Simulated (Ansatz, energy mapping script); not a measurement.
# NiO in the rock-salt structure: exchange couplings from total energies, part 3 of 3

Wanted: the magnetic order of NiO in the rock-salt structure, its couplings and an estimate of its ordering temperature, by LDA+U (1.2 eV).

LDA with U = 1.2 eV on Ni d, ortho-atomic projectors; plane waves, U on orthogonalised atomic orbitals unless named otherwise, collinear spin, no spin–orbit coupling.

So far. Step 8 (Parallel start in cell C (6 atoms)): The run ends ferromagnetic. For each magnetic atom its energy differs from the parallel run of the first cell by 0.09 meV, an error that one common reference would have brought in. Step 9 (Order 6: uncompensated ++−, cell C of 6 atoms): The run ends ferrimagnetic, 113.81 meV a magnetic atom below the parallel order of its cell (energies taken at zero occupation width, not the printed F).

### 10. Parallel start in cell D (6 atoms)

A new cell needs its own zero of energy.

This run holds the same structure in another cell (b 4.203 → 2.972 Å, c 5.147 → 7.279 Å, α 114.1 → 90.0°, β 106.8 → 90.0°, γ 90.0 → 120.0°).

Contents of input.yaml:

```yaml
crystal:
  lattice:
    - [0.0, 2.10134405, 2.10134405]
    - [-2.10134405, 0.0, -2.10134405]
    - [-4.2026881, -4.2026881, 4.2026881]
  atoms:
    - { symbol: Ni, position: [0.0, 0.0, 0.0], spin: 2.0 }
    - { symbol: Ni, position: [0.333333333, 0.666666667, 0.666666667], spin: 2.0 }
    - { symbol: Ni, position: [0.666666667, 0.333333333, 0.333333333], spin: 2.0 }
    - { symbol: O, position: [0.666666667, 0.333333333, 0.833333333] }
    - { symbol: O, position: [0.0, 0.0, 0.5] }
    - { symbol: O, position: [0.333333333, 0.666666667, 0.166666667] }
magnetization:
  spin_polarized: true
kpoints:
  mp_grid: { grid: [11, 11, 4] }
hamiltonian:
  xc: lda
  hubbard:
    sites:
      - { species: Ni, l: d, u_eff: 1.2 }
      - { site: 0, l: d, u_eff: 1.2, starting_ns: [{ spin: up, occupation_matrix: ni1_major }, { spin: down, occupation_matrix: ni1_minor }] }
      - { site: 1, l: d, u_eff: 1.2, starting_ns: [{ spin: up, occupation_matrix: ni1_major }, { spin: down, occupation_matrix: ni1_minor }] }
      - { site: 2, l: d, u_eff: 1.2, starting_ns: [{ spin: up, occupation_matrix: ni1_major }, { spin: down, occupation_matrix: ni1_minor }] }
    projectors: ortho-atomic
    occupation_matrices:
      ni1_major:
        matrix:
          - [0.973, 0.0, 0.0, 0.0, 0.0]
          - [0.0, 0.996, 0.0, 0.0, 0.0]
          - [0.0, 0.0, 0.996, 0.0, 0.0]
          - [0.0, 0.0, 0.0, 0.973, 0.0]
          - [0.0, 0.0, 0.0, 0.0, 0.996]
      ni1_minor:
        matrix:
          - [0.289, 0.0, 0.0, 0.0, 0.0]
          - [0.0, 0.988, 0.0, 0.0, 0.0]
          - [0.0, 0.0, 0.988, 0.0, 0.0]
          - [0.0, 0.0, 0.0, 0.289, 0.0]
          - [0.0, 0.0, 0.0, 0.0, 0.988]
scf:
  occupations: { method: fermi_dirac, width: 0.05 }
output:
  eigenvalues: true
```

Command:

```console
ansatz run input.yaml --threads 4 --pin off --max-ram 8192MiB --backend cpu --events-out ev --progress --plain --runs-dir out
```

Numbers of over 12 decimals in the logs are rounded to 6 here.

Output:

```text
[...]
Crystal: 6 atoms, lattice volume = 55.673 Å³
Basis set: ecut = 420 eV, 1057 PW (Γ)
Bands: 47, of which v1, the nominal top of the filled ones, is band 36 counted from 1 (35 counted from 0)
Symmetry: 36 space group operations
[...]
k-points: 58 of 484
[...]
Starting moments: Σ|m| = 6 μB on 3 of 6 sites
[...]
k-point 1 ↑: bands = [... 32 lower, 11.2171, 11.2171, 11.6154, 12.6474, 12.6474, 13.5629, 13.5629, 15.4656, ... 7 higher]
  k-point 2 ↑: bands = [... 32 lower, 11.7002, 11.9645, 11.9645, 11.9645, 11.9645, 13.6903, 13.6903, 16.5334, ... 7 higher]
  k-point 57 ↓: bands = [... 32 lower, 12.6244, 13.9624, 13.9624, 14.4004, 14.7238, 14.7238, 15.0771, 21.8633, ... 7 higher]
Occupation matrices written to <dir>
[key lines of the parts left out:]
SCF converged after 16 iterations
Magnetization: 5.3482 μB (38.6741 up, 33.3259 down)
Free energy (F): -18979.683101 eV
Fermi energy:    13.455645 eV
```

Elapsed: 10 s, on 4 threads of Arm Neoverse V1, shared host; peak memory 0.52 GiB; 37 s of CPU time.

The run ends ferromagnetic. For each magnetic atom its energy differs from the parallel run of the first cell by 0.10 meV, an error that one common reference would have brought in.

### 11. Order 8: uncompensated ++−, cell D of 6 atoms

This order reverses 4 of the 12 neighbours at 2.97 Å, 4 of the 6 neighbours at 4.20 Å and 12 of the 24 neighbours at 5.15 Å, counted for an average magnetic atom.

Edit input.yaml of step 10 so:

```diff
@@ -8,3 +8,3 @@
     - { symbol: Ni, position: [0.333333333, 0.666666667, 0.666666667], spin: 2.0 }
-    - { symbol: Ni, position: [0.666666667, 0.333333333, 0.333333333], spin: 2.0 }
+    - { symbol: Ni, position: [0.666666667, 0.333333333, 0.333333333], spin: -2.0 }
     - { symbol: O, position: [0.666666667, 0.333333333, 0.833333333] }
@@ -23,3 +23,3 @@
       - { site: 1, l: d, u_eff: 1.2, starting_ns: [{ spin: up, occupation_matrix: ni1_major }, { spin: down, occupation_matrix: ni1_minor }] }
-      - { site: 2, l: d, u_eff: 1.2, starting_ns: [{ spin: up, occupation_matrix: ni1_major }, { spin: down, occupation_matrix: ni1_minor }] }
+      - { site: 2, l: d, u_eff: 1.2, starting_ns: [{ spin: up, occupation_matrix: ni1_minor }, { spin: down, occupation_matrix: ni1_major }] }
     projectors: ortho-atomic
```

Output:

```text
[...]
Crystal: 6 atoms, lattice volume = 55.673 Å³
Basis set: ecut = 420 eV, 1057 PW (Γ)
Bands: 47, of which v1, the nominal top of the filled ones, is band 36 counted from 1 (35 counted from 0)
Symmetry: 12 space group operations
[...]
k-points: 58 of 484
[...]
Starting moments: Σ|m| = 6 μB on 3 of 6 sites
[...]
k-point 1 ↑: bands = [... 32 lower, 12.0306, 12.0306, 12.2594, 13.0445, 13.0445, 14.7353, 14.7353, 15.5684, ... 7 higher]
  k-point 2 ↑: bands = [... 32 lower, 12.0200, 12.0200, 12.3117, 12.7498, 12.7498, 14.7900, 14.7900, 16.5974, ... 7 higher]
  k-point 57 ↓: bands = [... 32 lower, 12.5661, 12.6165, 12.6223, 14.1574, 14.4091, 14.5814, 14.9423, 21.7374, ... 7 higher]
Occupation matrices written to <dir>
[key lines of the parts left out:]
SCF converged after 18 iterations
Magnetization: 1.9992 μB (36.9996 up, 35.0004 down)
Free energy (F): -18980.241164 eV
Fermi energy:    13.430805 eV
```

It took 11 s on 4 threads; peak memory 0.54 GiB.

The run ends ferrimagnetic, 190.40 meV a magnetic atom below the parallel order of its cell.

### 12. Mapping onto a Heisenberg model

Each energy difference is a sum of couplings weighted by the pairs that the order reverses. A few near shells are fitted to the differences by least squares. Energies are those extrapolated to zero occupation width, not the free energies F.

Energies from the parallel order of the same cell:

| order | atoms | energy (meV a magnetic atom) | moments (μB) | moments kept as typed | opposed neighbours at 2.97, 4.20, 5.15 Å |
| --- | --- | --- | --- | --- | --- |
| parallel in cell A | 4 | 0.00 | 1.43 | yes | 0, 0, 0 |
| compensated +− in cell A | 4 | -266.62 | 1.36 | yes | 6, 6, 12 |
| parallel in cell B | 4 | 0.00 | 1.42 | yes | 0, 0, 0 |
| compensated +− in cell B | 4 | 42.49 | 1.39 | yes | 8, 0, 16 |
| parallel in cell C | 6 | 0.00 | 1.43 | yes | 0, 0, 0 |
| uncompensated ++− in cell C | 6 | -113.81 | 1.39 to 1.47 | yes | 6.67, 2.67, 8 |
| parallel in cell D | 6 | 0.00 | 1.43 | yes | 0, 0, 0 |
| uncompensated ++− in cell D | 6 | -190.40 | 1.32 to 1.45 | yes | 4, 4, 12 |

The Heisenberg fit (each pair counts twice, positive J is ferromagnetic):

| pair | distance (Å) | neighbours | J (meV) |
| --- | --- | --- | --- |
| Ni–Ni | 2.97 | 12 | 1.74 |
| Ni–Ni | 4.20 | 6 | -25.4 |
| Ni–Ni | 5.15 | 24 | 0.351 |

These orders cannot tell some unfitted shells from fitted ones: the value at 2.97 Å holds J(2.97) + 4 J(7.86); other unfitted shells add to the values wholly or in part.

Adding the shell at 5.94 Å gives 3.0, -25, -0.19 and -1.4 meV and a mean-field temperature of 1025 K, an exact solve that tests nothing.

Limits of this fit: some orders are gapless and others have a gap.

In mean field these couplings order at 1180 K, at q = (0.50, 0.50, 0.50) in fractions of the conventional cell's reciprocal vectors, and give a Curie–Weiss temperature of -954 K.

### 13. Monte Carlo

Mean field ignores fluctuations and overstates the ordering temperature, so the model is also sampled. The heat capacity peaks where order sets in.

Classical unit spins with these couplings on 8×8×4 copies of a cell that holds the lowest order (512 spins), heat-bath sweeps, cooled from random directions, 1009 sweeps to settle and 3027 measured at each temperature, averaged over 4 runs.

| T (K) | order along the lowest pattern | net moment | heat capacity (k_B a spin) |
| --- | --- | --- | --- |
| 142 | 0.50 | 0.01 | 1.02 |
| 242 | 0.45 | 0.01 | 1.09 |
| 393 | 0.38 | 0.01 | 1.19 |
| 494 | 0.35 | 0.02 | 1.28 |
| 594 | 0.34 | 0.02 | 1.36 |
| 745 | 0.27 | 0.02 | 1.70 |
| 795 | 0.26 | 0.02 | 1.94 |
| 846 | 0.23 | 0.02 | 1.85 |
| 946 | 0.17 | 0.03 | 1.30 |
| 1047 | 0.12 | 0.03 | 0.70 |
| 1198 | 0.09 | 0.03 | 0.38 |
| 1298 | 0.09 | 0.03 | 0.29 |

The smoothed heat capacity peaks at 809 K. The order column follows one pattern alone; equivalent domains or another pattern share the rest.

### 14. Results

- lowest order tried: compensated +− in cell A
- largest fitted value (a combination of shells), Ni–Ni at 4.20 Å: -25.4 meV
- ordering temperature, mean field: 1180 K
- heat-capacity peak, Monte Carlo: 809 K

**Reading.** Of the orders tried, NiO in the rock-salt structure prefers the order “compensated +− in cell A” under LDA+U (1.2 eV), with 6 of 12 neighbours at 2.97 Å, 6 of 6 neighbours at 4.20 Å and 12 of 24 neighbours at 5.15 Å opposed, and the heat capacity of the fitted model peaks near 809 K (Monte Carlo, classical spins). The largest fitted coupling is the Ni–Ni pair at 4.20 Å, antiferromagnetic at -25 meV, across a ligand at about 180°. The orders also reverse pairs at 5.94 Å, which are not fitted, so the fitted values hold their part too. With 4 differences for 3 couplings the fit misses by 9.3 meV at most, a small part of the spread. In the fitted orders moments change by up to 7.5 % against the parallel run of the same cell, so the mapping is rough. The fit is in doubt: some orders are gapless and others have a gap. The couplings are then rough, the small ones most of all. Monte Carlo puts the peak at 0.69 of the mean-field temperature, since mean field leaves out fluctuations. In tests on simple cubic and body-centred models such peaks lay 5 to 6 % under the bulk value. On cooling, the order along the one computed pattern stays at or under 0.50: the model settles in an equivalent domain, a degenerate mixture or another order. The cell was built from a prototype and relaxed; a distortion that needs a larger cell, or another structure that the compound may prefer, is not captured.

1 further run of the session is left out of this account and of its counts and ranges: runs hit by known faults of a program or its files, repeats, responses too ill-conditioned to give a U, cells squeezed past sense, harmless faults, or fits whose shells could not be counted again from the structure.

Comparison with the measured values:

| quantity | measured | PBEsol+U | LDA+U (1.2 eV), Monte Carlo |
| --- | --- | --- | --- |
| lattice constant a (Å) | 4.176 | 4.203 (+0.6 %) | - |
| ordering temperature (spin model) (K) | 525 | - | 809 (+54.2 %) |

Measured values from arxiv:1910.07810 (2019) and arxiv:2004.06613 (2020).

Verdict: The lattice constant a is off by +0.6 %. The ordering temperature is off by +54.2 %: a clear miss. The grades are ours: good and fair within 0.7 and 1.5 % for the lattice constant a. For lattice constants the calculation has a static lattice, without zero-point motion or thermal expansion.

[Logs and program files are shortened in this print: banners, set-up blocks, solver, clock and traceback lines can be left out without a mark of their own.]

[Logs are printed without paths, hosts, clocks, repeated set-up lines and the standing remarks that a program may print on its own settings, such as how far it seeks lower states.]

[Hosts, paths, dates, database ids (printed as entryN), source tags and the programs' standing remarks are cut or masked in the printed files.]

[Where a cell is said to come from a database of computed structures, the database is the Materials Project.]
